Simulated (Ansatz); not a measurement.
**Br on W(110): change of the work function**

Wanted: Δφ(θ) for Br/W(110), starting from the longbridge site.

Method: plane-wave DFT, LDA, Ansatz PAW, in Ansatz 0.2.0.

Most raw output is cut from this account.

**1. The structure**

The cell holds 4 atoms: 4 W. Its edges and angles: a = 2.737 Å, b = 2.737 Å, c = 24.703 Å, α = 90.0°, β = 90.0°, γ = 70.5°. Vacuum lies along c.

As a file:

```cif
data_structure
_symmetry_space_group_name_H-M 'P 1'
_symmetry_Int_Tables_number 1
_cell_length_a 2.7366
_cell_length_b 2.7366
_cell_length_c 24.7034
_cell_angle_alpha 90.000
_cell_angle_beta 90.000
_cell_angle_gamma 70.529
_cell_volume 174.43
loop_
_atom_site_label
_atom_site_type_symbol
_atom_site_fract_x
_atom_site_fract_y
_atom_site_fract_z
_atom_site_occupancy
W1 W 0.00000 0.00000 0.36432 1
W2 W 0.50000 0.50000 0.45477 1
W3 W 0.00000 0.00000 0.54523 1
W4 W 0.50000 0.50000 0.63568 1
```

**2. The clean slab**

The bare slab comes first, as the zero from which every change is counted. The two lowest layers are held at bulk places and the upper ones relax. The dipole correction removes the false field that a one-sided slab makes across the periodic vacuum, so each face gets a flat vacuum level of its own.

input.yaml

```yaml
crystal:
  lattice:
    - [2.2344574285, -1.58, 0.0]
    - [2.2344574285, 1.58, 0.0]
    - [0.0, 0.0, 24.7033722856]
  atoms:
    - { symbol: W, position: [0.0, 0.0, 0.3643227287] }
    - { symbol: W, position: [0.5, 0.5, 0.4547742429] }
    - { symbol: W, position: [0.0, 0.0, 0.5452257571] }
    - { symbol: W, position: [0.5, 0.5, 0.6356772713] }
kpoints:
  mp_grid: { grid: [12, 12, 1] }
hamiltonian:
  xc: lda
scf:
  occupations: { method: fermi_dirac, width: 0.1 }
  convergence: { dr2_threshold: 1.0e-08 }
efield:
  axis: 3
  dipole_correction: true
  ramp_position: 0.97
  ramp_width: 0.06
relax:
  f_tol: 0.02
  max_steps: 60
  constraints: [{ sites: [0, 1] }]
output:
  write_potential: true
  write_density: true
  volumetric_format: npy
```

Command:

```console
> ansatz run input.yaml --threads 4 --pin off --max-ram 12288MiB --backend cpu --events-out ev --progress --plain --runs-dir out
```

Run time: 33 s. Hardware: 4 threads of Arm Neoverse V1, shared host; peak memory 0.57 GiB.

The steps of the relaxation:

```csv
step,energy less that of the first step (eV),largest force component (eV/Å)
1,0.0000,1.0008
2,-0.0058,1.3923
3,-0.0616,0.1803
4,-0.0601,0.1622
5,-0.0647,0.0070
```

Relaxation step 4 was tried and not accepted.

Forces are held to the 4 operations that the run works with; a distortion that breaks them can't arise in this run.

The atoms that moved most (Å):

```csv
atom,dx,dy,dz,length
W4,0.000,0.000,-0.144,0.144
W3,0.000,0.000,-0.032,0.032
```

This step gave:

```yaml
energy_at_zero_smearing: -40516.0976 eV
work_function_upper_face: 5.046 eV
work_function_lower_face: 5.184 eV
dipole_along_the_normal: 0.005381 e·Å
step_between_the_vacuum_levels: -0.1379 eV
```

Running mean over 2.234 Å of the planar mean; the ramp of the sawtooth is left out. The electron's electrostatic potential energy less the Fermi level by z:

```csv
z (Å),electron's electrostatic potential energy less the Fermi level (eV)
3.5,5.18
4.0,5.18
4.5,5.18
5.0,5.17
5.5,5.14
6.0,5.04
6.5,4.70
7.0,3.59
7.5,0.146
8.0,-5.51
8.5,-10.3
9.0,-12.0
9.5,-12.2
10.0,-12.3
10.5,-12.4
11.0,-12.5
11.5,-12.7
12.0,-12.9
12.5,-12.9
13.0,-12.8
13.5,-12.8
14.0,-13.3
14.5,-13.6
15.0,-13.1
15.5,-12.3
16.0,-10.7
16.5,-6.25
17.0,-0.529
17.5,3.20
18.0,4.50
18.5,4.89
19.0,5.00
19.5,5.03
20.0,5.04
20.5,5.05
21.0,5.05
21.5,5.05
```

The relaxation took 5 steps and lowered the energy by 0.065 eV; the largest force on the free atoms ends at 0.0070 eV/Å.

The work function of the upper face is 5.05 eV.

**3. The covered slab, k-mesh 4×4×1, coverage 0.111 ML**

System of this step: W36Br (Br/W(110)). The cell holds 37 atoms: 36 W and 1 Br. Cell: a = 8.210 Å, b = 8.210 Å, c = 27.063 Å, α = 90.0°, β = 90.0°, γ = 70.5°. Vacuum lies along c.

The clean slab as it ended is repeated in the plane and the adsorbate is set on one face; the cell's size fixes the coverage, and the k-mesh shrinks with it to keep the sampling density about even. Adsorbate and upper layers relax, since the dipole depends on the height.

input.yaml

```yaml
crystal:
  lattice:
    - [6.7033722855, -4.74, 0.0]
    - [6.7033722855, 4.74, 0.0]
    - [0.0, 0.0, 27.0633793813]
  atoms:
    - { symbol: W, position: [0.0, 0.0, 0.3325527043] }
    - { symbol: W, position: [0.1666666667, 0.1666666667, 0.4151165777] }
    - { symbol: W, position: [0.0, 0.0, 0.4964856694] }
    - { symbol: W, position: [0.1666666667, 0.1666666667, 0.5749155907] }
    - { symbol: W, position: [0.0, 0.3333333333, 0.3325527043] }
    - { symbol: W, position: [0.1666666667, 0.5, 0.4151165777] }
    - { symbol: W, position: [0.0, 0.3333333333, 0.4964856694] }
    - { symbol: W, position: [0.1666666667, 0.5, 0.5749155907] }
[... 25 atom lines left out ...]
    - { symbol: W, position: [0.8333333333, 0.8333333333, 0.4151165777] }
    - { symbol: W, position: [0.6666666667, 0.6666666667, 0.4964856694] }
    - { symbol: W, position: [0.8333333333, 0.8333333333, 0.5749155907] }
    - { symbol: Br, position: [0.0, 0.0, 0.6674472957] }
kpoints:
  mp_grid: { grid: [4, 4, 1] }
hamiltonian:
  xc: lda
scf:
  occupations: { method: fermi_dirac, width: 0.1 }
  convergence: { dr2_threshold: 1.0e-08 }
efield:
  axis: 3
  dipole_correction: true
  ramp_position: 0.97
  ramp_width: 0.06
relax:
  f_tol: 0.02
  max_steps: 60
  constraints:
    - { sites: [0, 1, 4, 5, 8, 9, 12, 13, 16, 17, 20, 21, 24, 25, 28, 29, 32, 33] }
output:
  bader: true
  write_potential: true
  write_density: true
  volumetric_format: npy
```

Elapsed: 19 min, on 4 threads; peak memory 9.4 GiB; 75 min of CPU time.

This run has no spin polarisation although its electron count is odd.

The steps of the relaxation:

```csv
step,energy less that of the first step (eV),largest force component (eV/Å)
1,0.0000,1.7819
2,-0.3768,1.3030
3,-0.5438,0.2569
4,-0.5586,0.2817
5,-0.5729,0.0828
6,-0.5754,0.0185
```

Forces are held to the 4 operations that the run works with; a distortion that breaks them can't arise in this run.

The atoms that moved most (Å):

```csv
atom,dx,dy,dz,length
Br37,0.000,0.000,-0.478,0.478
W4,0.035,0.000,0.045,0.057
W36,-0.035,0.000,0.045,0.057
W28,0.000,0.048,-0.002,0.048
W12,0.000,-0.048,-0.002,0.048
W31,0.000,0.020,-0.026,0.033
W23,0.000,-0.020,-0.026,0.033
W20,0.000,0.000,-0.031,0.031
```

Final coordinates:

```xyz
37
Lattice="6.7034 -4.7400 0.0000 6.7034 4.7400 0.0000 0.0000 0.0000 27.0634" Properties=species:S:1:pos:R:3
W     0.0000    0.0000    9.0000
W     2.2345    0.0000   11.2345
W     0.0000    0.0000   13.4380
W     2.2697    0.0000   15.6039
W     2.2345    1.5800    9.0000
W     4.4689    1.5800   11.2345
W     2.2252    1.5808   13.4468
W     4.4493    1.5792   15.5631
W     4.4689    3.1600    9.0000
W     6.7034    3.1600   11.2345
W     4.4782    3.1592   13.4468
W     6.7034    3.1120   15.5572
W     2.2345   -1.5800    9.0000
W     4.4689   -1.5800   11.2345
W     2.2252   -1.5808   13.4468
W     4.4493   -1.5792   15.5631
W     4.4689    0.0000    9.0000
W     6.7034    0.0000   11.2345
W     4.4505    0.0000   13.4433
W     6.7034    0.0000   15.5286
W     6.7034    1.5800    9.0000
W     8.9378    1.5800   11.2345
W     6.7034    1.5595   13.4103
W     8.9574    1.5792   15.5631
W     4.4689   -3.1600    9.0000
W     6.7034   -3.1600   11.2345
W     4.4782   -3.1592   13.4468
W     6.7034   -3.1120   15.5572
W     6.7034   -1.5800    9.0000
W     8.9378   -1.5800   11.2345
W     6.7034   -1.5595   13.4103
W     8.9574   -1.5792   15.5631
W     8.9378    0.0000    9.0000
W    11.1723    0.0000   11.2345
W     8.9562    0.0000   13.4433
W    11.1371    0.0000   15.6039
Br    0.0000    0.0000   17.5856
```

Numbers from this step:

```yaml
energy_at_zero_smearing: -367341.1193 eV
work_function_upper_face: 4.643 eV
work_function_lower_face: 5.179 eV
dipole_along_the_normal: 0.1884 e·Å
step_between_the_vacuum_levels: -0.5365 eV
```

Running mean over 2.234 Å of the planar mean; the ramp of the sawtooth is left out. Table of electron's electrostatic potential energy less the Fermi level by z:

```csv
z (Å),electron's electrostatic potential energy less the Fermi level (eV)
3.5,5.18
4.0,5.18
4.5,5.18
5.0,5.17
5.5,5.14
6.0,5.04
6.5,4.70
7.0,3.57
7.5,0.149
8.0,-5.51
8.5,-10.2
9.0,-12.0
9.5,-12.2
10.0,-12.3
10.5,-12.4
11.0,-12.5
11.5,-12.7
12.0,-12.9
12.5,-12.9
13.0,-12.8
13.5,-12.8
14.0,-13.3
14.5,-13.5
15.0,-13.1
15.5,-12.4
16.0,-11.0
16.5,-7.26
17.0,-2.10
17.5,1.48
18.0,2.79
18.5,3.52
19.0,4.19
19.5,4.54
20.0,4.62
20.5,4.64
21.0,4.64
21.5,4.64
22.0,4.64
22.5,4.64
23.0,4.64
23.5,4.64
```

The relaxation took 6 steps and lowered the energy by 0.58 eV; the largest force on the free atoms ends at 0.018 eV/Å.

The covered face has 4.64 eV, -0.40 eV against the clean one; the bare back face has moved by -0.01 eV, a measure of how thin the slab is.

**4. Adsorbate added, k-mesh 6×6×1, coverage 0.25 ML**

System of this step: W16Br (Br/W(110)). The cell holds 17 atoms: 16 W and 1 Br. Cell: a = 5.473 Å, b = 5.473 Å, c = 27.063 Å, α = 90.0°, β = 90.0°, γ = 70.5°. Vacuum lies along c.

Another coverage, to see how the dipoles act on each other as their distance changes.

input.yaml

```yaml
crystal:
  lattice:
    - [4.468914857, -3.16, 0.0]
    - [4.468914857, 3.16, 0.0]
    - [0.0, 0.0, 27.0633793813]
  atoms:
    - { symbol: W, position: [0.0, 0.0, 0.3325527043] }
    - { symbol: W, position: [0.25, 0.25, 0.4151165777] }
    - { symbol: W, position: [0.0, 0.0, 0.4964856694] }
    - { symbol: W, position: [0.25, 0.25, 0.5749155907] }
    - { symbol: W, position: [0.0, 0.5, 0.3325527043] }
    - { symbol: W, position: [0.25, 0.75, 0.4151165777] }
    - { symbol: W, position: [0.0, 0.5, 0.4964856694] }
    - { symbol: W, position: [0.25, 0.75, 0.5749155907] }
    - { symbol: W, position: [0.5, 0.0, 0.3325527043] }
    - { symbol: W, position: [0.75, 0.25, 0.4151165777] }
    - { symbol: W, position: [0.5, 0.0, 0.4964856694] }
    - { symbol: W, position: [0.75, 0.25, 0.5749155907] }
    - { symbol: W, position: [0.5, 0.5, 0.3325527043] }
    - { symbol: W, position: [0.75, 0.75, 0.4151165777] }
    - { symbol: W, position: [0.5, 0.5, 0.4964856694] }
    - { symbol: W, position: [0.75, 0.75, 0.5749155907] }
    - { symbol: Br, position: [0.0, 0.0, 0.6674472957] }
kpoints:
  mp_grid: { grid: [6, 6, 1] }
hamiltonian:
  xc: lda
scf:
  occupations: { method: fermi_dirac, width: 0.1 }
  convergence: { dr2_threshold: 1.0e-08 }
efield:
  axis: 3
  dipole_correction: true
  ramp_position: 0.97
  ramp_width: 0.06
relax:
  f_tol: 0.02
  max_steps: 60
  constraints: [{ sites: [0, 1, 4, 5, 8, 9, 12, 13] }]
output:
  bader: true
  dos: { projected: true, e_range: [-8, 4] }
  write_potential: true
  write_density: true
  volumetric_format: npy
  elf: true
```

Elapsed: 5.2 min, on 4 threads; peak memory 2.9 GiB.

The steps of the relaxation:

```csv
step,energy less that of the first step (eV),largest force component (eV/Å)
1,0.0000,1.7670
2,-0.3381,1.0986
3,-0.4720,0.2167
4,-0.4804,0.2718
5,-0.4894,0.0232
6,-0.4895,0.0056
```

Forces are held to the 4 operations that the run works with; a distortion that breaks them can't arise in this run.

The atoms that moved most (Å):

```csv
atom,dx,dy,dz,length
Br17,0.000,0.000,-0.462,0.462
W4,0.027,0.000,0.029,0.040
W16,-0.027,0.000,0.029,0.040
W15,0.000,0.000,-0.037,0.037
W12,0.000,0.034,0.000,0.034
W8,0.000,-0.034,0.000,0.034
W7,0.000,0.000,0.020,0.020
W11,0.000,0.000,0.020,0.020
```

The relaxed structure:

```cif
data_structure
_symmetry_space_group_name_H-M 'P 1'
_symmetry_Int_Tables_number 1
_cell_length_a 5.4733
_cell_length_b 5.4733
_cell_length_c 27.0634
_cell_angle_alpha 90.000
_cell_angle_beta 90.000
_cell_angle_gamma 70.529
_cell_volume 764.37
loop_
_atom_site_label
_atom_site_type_symbol
_atom_site_fract_x
_atom_site_fract_y
_atom_site_fract_z
_atom_site_occupancy
W1 W 0.00000 0.00000 0.33255 1
W2 W 0.25000 0.25000 0.41512 1
W3 W 0.00000 0.00000 0.49596 1
W4 W 0.25302 0.25302 0.57601 1
W5 W 0.00000 0.50000 0.33255 1
W6 W 0.25000 0.75000 0.41512 1
W7 W 0.00000 0.50000 0.49722 1
W8 W 0.25533 0.74467 0.57491 1
W9 W 0.50000 0.00000 0.33255 1
W10 W 0.75000 0.25000 0.41512 1
W11 W 0.50000 0.00000 0.49722 1
W12 W 0.74467 0.25533 0.57491 1
W13 W 0.50000 0.50000 0.33255 1
W14 W 0.75000 0.75000 0.41512 1
W15 W 0.50000 0.50000 0.49514 1
W16 W 0.74698 0.74698 0.57601 1
Br17 Br 0.00000 0.00000 0.65037 1
```

Numbers from this step:

```yaml
energy_at_zero_smearing: -164760.5506 eV
work_function_upper_face: 4.236 eV
work_function_lower_face: 5.170 eV
dipole_along_the_normal: 0.1457 e·Å
step_between_the_vacuum_levels: -0.9332 eV
```

The density of states has structure finer than the step of the table below, so its rows give means over 0.25 eV, whole bins alone (the curve runs from -8 to 1.86 eV). Peaks (eV: height): -4.660: 26.0, -3.190: 28.3, -3.070: 24.6, -2.980: 33.1, -2.800: 25.9, -2.650: 27.5, -2.140: 27.6.

Table of density of states by energy, zero at the Fermi level; means over each step:

```csv
energy (eV),density of states (states/eV a cell)
-7.75,1.39
-7.50,2.35
-7.25,2.46
-7.00,2.52
-6.75,2.60
-6.50,6.19
-6.25,8.30
-6.00,9.91
-5.75,13.9
-5.50,12.3
-5.25,12.9
-5.00,12.7
-4.75,14.8
-4.50,18.5
-4.25,13.1
-4.00,12.4
-3.75,10.9
-3.50,14.8
-3.25,23.4
-3.00,21.3
-2.75,21.6
-2.50,20.3
-2.25,21.1
-2.00,20.8
-1.75,19.8
-1.50,19.4
-1.25,14.1
-1.00,12.6
-0.75,9.91
-0.50,12.2
-0.25,9.53
0.00,12.1
0.25,12.2
0.50,13.8
0.75,16.6
1.00,16.6
1.25,18.4
1.50,20.2
```

Projected DOS per atom over height of the atomic layer and energy from the Fermi level. Layers: W4 W4 W4 W4 Br from below.

Ten even steps from '0' (0.04 states/eV) to '9' (2.32 states/eV), each cell a mean:
```
45451
44440
43340
42130
31130
41130
41140
73250
64450
55450
55550
36730
22321
23333
34433
14414
13329
12329
01116
00001
00000
00000
```
Columns: height of the atomic layer (Å) from 9 to 17.6; rows upwards: energy from the Fermi level (eV) from -7.96 to 1.84.

ELF in the ca plane at fractional y = 0.000, with atoms of W and Br within 0.2 Å of it. It is the smooth field of the valence electrons, not physical close to the nuclei.

Ten even steps from '0' (0.00) to '9' (0.89), each cell a mean:
```
64653543443474663443237721599731000000000000
67633443343257632443336888998531000000000000
34334443444333334444334789986410000000000000
44345444445443344444433356653200000000000000
34334443444334323444443222211000000000000000
67633443343257642443444210000000000000000000
64653543443474563444454310000000000000000000
51563544443571373444454310000000000000000000
77743443443367752443444310000000000000000000
45423433344235533444443211100000000000000000
43334444445433334444443234432100000000000000
43334444445433334444433578875310000000000000
55423433344245523443325899997520000000000000
76743543443377752443237854798631000000000000
51563544443561473444337600399741000000000000
```
Columns run along c (16.0 Å, from fractional 0.32 to 0.91 of the cell), rows up along a (5.5 Å). Atoms in or near the plane, at fractional coordinates: W at (0.33, 0.00), W at (0.50, 0.00), W at (0.33, 0.50), W at (0.50, 0.50), Br at (0.65, 0.00).

Electrostatic potential energy in the ca plane at fractional y = 0.000, with atoms of W and Br within 0.2 Å of it. With pseudopotentials it is smooth inside the atoms' cores, unlike the true potential.

Ten even steps from '0' (-63 eV) to '9' (9 eV), each cell a mean:
```
00048999998510037999998300069999999999999999
32468999999742368999998632589999999999999999
77789998899877789998899988899999999999999999
88899988899988899998899999999999999999999999
77789998899877789998999999999999999999999999
32368999999742358999999999999999999999999999
00048999998510037999999999999999999999999999
00037999998510026999999999999999999999999999
21258999998631147999999999999999999999999999
65679998999865578999999999999999999999999999
88899998899988889998899999999999999999999999
88899998899988889998899999999999999999999999
55679998999865578999999865799999999999999999
10258999998621148999998410279999999999999999
00037999998400027999997200059999999999999999
```
Columns run along c (16.0 Å, from fractional 0.32 to 0.91 of the cell; values clipped at the 3rd and 97th percentile), rows up along a (5.5 Å). Atoms in or near the plane, at fractional coordinates: W at (0.33, 0.00), W at (0.50, 0.00), W at (0.33, 0.50), W at (0.50, 0.50), Br at (0.65, 0.00).

Valence density in the ca plane at fractional y = 0.000, with atoms of W and Br within 0.2 Å of it. It is the smooth field of the valence electrons, not physical close to the nuclei.

Ten even steps from '0' (0.0 e/Å³) to '9' (5.1 e/Å³), each cell a mean:
```
99831000000289951000001211210000000000000000
46410000000136520000000122100000000000000000
11100000000011100000000011000000000000000000
00000000000000000000000000000000000000000000
11100000000011100000000000000000000000000000
46410000000136520000000000000000000000000000
99941000000279951000000000000000000000000000
98941000000388961000000000000000000000000000
79720000000158841000000000000000000000000000
23210000000013210000000000000000000000000000
01000000000000000000000000000000000000000000
01000000000001000000000000000000000000000000
23210000000023210000000111100000000000000000
79720000000269831000001121210000000000000000
98941000000398961000001210110000000000000000
```
Columns run along c (16.0 Å, from fractional 0.32 to 0.91 of the cell), rows up along a (5.5 Å). Atoms in or near the plane, at fractional coordinates: W at (0.33, 0.00), W at (0.50, 0.00), W at (0.33, 0.50), W at (0.50, 0.50), Br at (0.65, 0.00).

The relaxation took 6 steps and lowered the energy by 0.49 eV; the largest force on the free atoms ends at 0.0056 eV/Å.

By hand: a sheet of dipoles makes a step −p/(ε₀A) in the electron's potential. With e/ε₀ = 180.95 V·Å, p = 0.1457 e·Å and A = 28.24 Å², that is −180.95 × (0.1457) / 28.24 = -0.933 eV, and the two vacuum levels of the run differ by -0.933 eV.

The covered face has 4.24 eV, -0.81 eV against the clean one; the bare back face has moved by -0.01 eV, a measure of how thin the slab is.

**5. Adsorbate added, k-mesh 6×6×1, coverage 0.5 ML**

System of this step: W8Br (Br/W(110)). The cell holds 18 atoms: 16 W and 2 Br. Cell: a = 5.473 Å, b = 5.473 Å, c = 27.063 Å, α = 90.0°, β = 90.0°, γ = 70.5°. Vacuum lies along c.

input.yaml: that of step 4 with these lines changed.

```diff
@@ -23,2 +23,3 @@
     - { symbol: Br, position: [0.0, 0.0, 0.6674472957] }
+    - { symbol: Br, position: [0.5, 0.5, 0.6674472957] }
 kpoints:
@@ -45,2 +46 @@
   volumetric_format: npy
-  elf: true
```

Wall time 5.3 min (4 threads); peak memory 2.9 GiB.

The steps of the relaxation:

```csv
step,energy less that of the first step (eV),largest force component (eV/Å)
1,0.0000,1.7870
2,-0.7200,0.8469
3,-0.8771,0.2447
4,-0.8834,0.2088
5,-0.8872,0.0253
6,-0.8874,0.0029
```

Forces are held to the 8 operations that the run works with; a distortion that breaks them can't arise in this run.

The atoms that moved most (Å):

```csv
atom,dx,dy,dz,length
Br18,0.000,0.000,-0.402,0.402
Br17,0.000,0.000,-0.402,0.402
W3,0.000,0.000,-0.041,0.041
W15,0.000,0.000,-0.041,0.041
W11,0.000,0.000,0.038,0.038
W7,0.000,0.000,0.038,0.038
W4,0.000,0.000,0.031,0.031
W16,0.000,0.000,0.031,0.031
```

Final coordinates:

```xyz
18
Lattice="4.4689 -3.1600 0.0000 4.4689 3.1600 0.0000 0.0000 0.0000 27.0634" Properties=species:S:1:pos:R:3
W     0.0000    0.0000    9.0000
W     2.2345    0.0000   11.2345
W     0.0000    0.0000   13.3956
W     2.2345    0.0000   15.5904
W     2.2345    1.5800    9.0000
W     4.4689    1.5800   11.2345
W     2.2345    1.5800   13.4746
W     4.4689    1.5800   15.5581
W     2.2345   -1.5800    9.0000
W     4.4689   -1.5800   11.2345
W     2.2345   -1.5800   13.4746
W     4.4689   -1.5800   15.5581
W     4.4689    0.0000    9.0000
W     6.7034    0.0000   11.2345
W     4.4689    0.0000   13.3956
W     6.7034    0.0000   15.5904
Br    0.0000    0.0000   17.6616
Br    4.4689    0.0000   17.6616
```

The density of states has structure finer than the step of the table below, so its rows give means over 0.25 eV, whole bins alone (the curve runs from -8 to 1.8 eV). Peaks (eV: height): -4.420: 24.0, -3.220: 25.9, -3.040: 31.6, -2.920: 33.6, -2.740: 24.1, -2.080: 27.0, 1.770: 24.9.

The density of states by energy, zero at the Fermi level; means over each step:

```csv
energy (eV),density of states (states/eV a cell)
-7.75,2.34
-7.50,2.70
-7.25,4.61
-7.00,4.42
-6.75,6.03
-6.50,6.21
-6.25,11.7
-6.00,13.8
-5.75,10.9
-5.50,15.1
-5.25,13.4
-5.00,13.1
-4.75,16.2
-4.50,18.3
-4.25,10.6
-4.00,17.1
-3.75,13.9
-3.50,17.0
-3.25,21.4
-3.00,22.1
-2.75,19.8
-2.50,20.2
-2.25,20.5
-2.00,20.9
-1.75,18.7
-1.50,16.5
-1.25,13.6
-1.00,12.4
-0.75,10.3
-0.50,10.4
-0.25,10.7
0.00,10.8
0.25,14.0
0.50,16.0
0.75,15.3
1.00,16.6
1.25,19.8
1.50,21.4
```

The relaxation took 6 steps and lowered the energy by 0.89 eV; the largest force on the free atoms ends at 0.0029 eV/Å.

The covered face has 4.02 eV, -1.03 eV against the clean one; the bare back face has moved by +0.00 eV, a measure of how thin the slab is.

(Continued in part 2 of 2.)

[Logs are printed without paths, hosts, clocks, repeated set-up lines and the standing remarks that a program may print on its own settings, such as how far it seeks lower states.]

[Hosts, paths, dates, database ids (printed as entryN), source tags and the programs' standing remarks are cut or masked in the printed files.]

[Maps of the electrostatic potential energy from Ansatz leave out the sawtooth potential of an applied field or a dipole correction, so their vacuum need not be flat; planar profiles and work functions include it.]

[The density of states shown here was stored with 400 of the rows of the run's finer table, so its peaks can read low, often by over a quarter, or be missed, and its means over a window can be off by a tenth or more.]
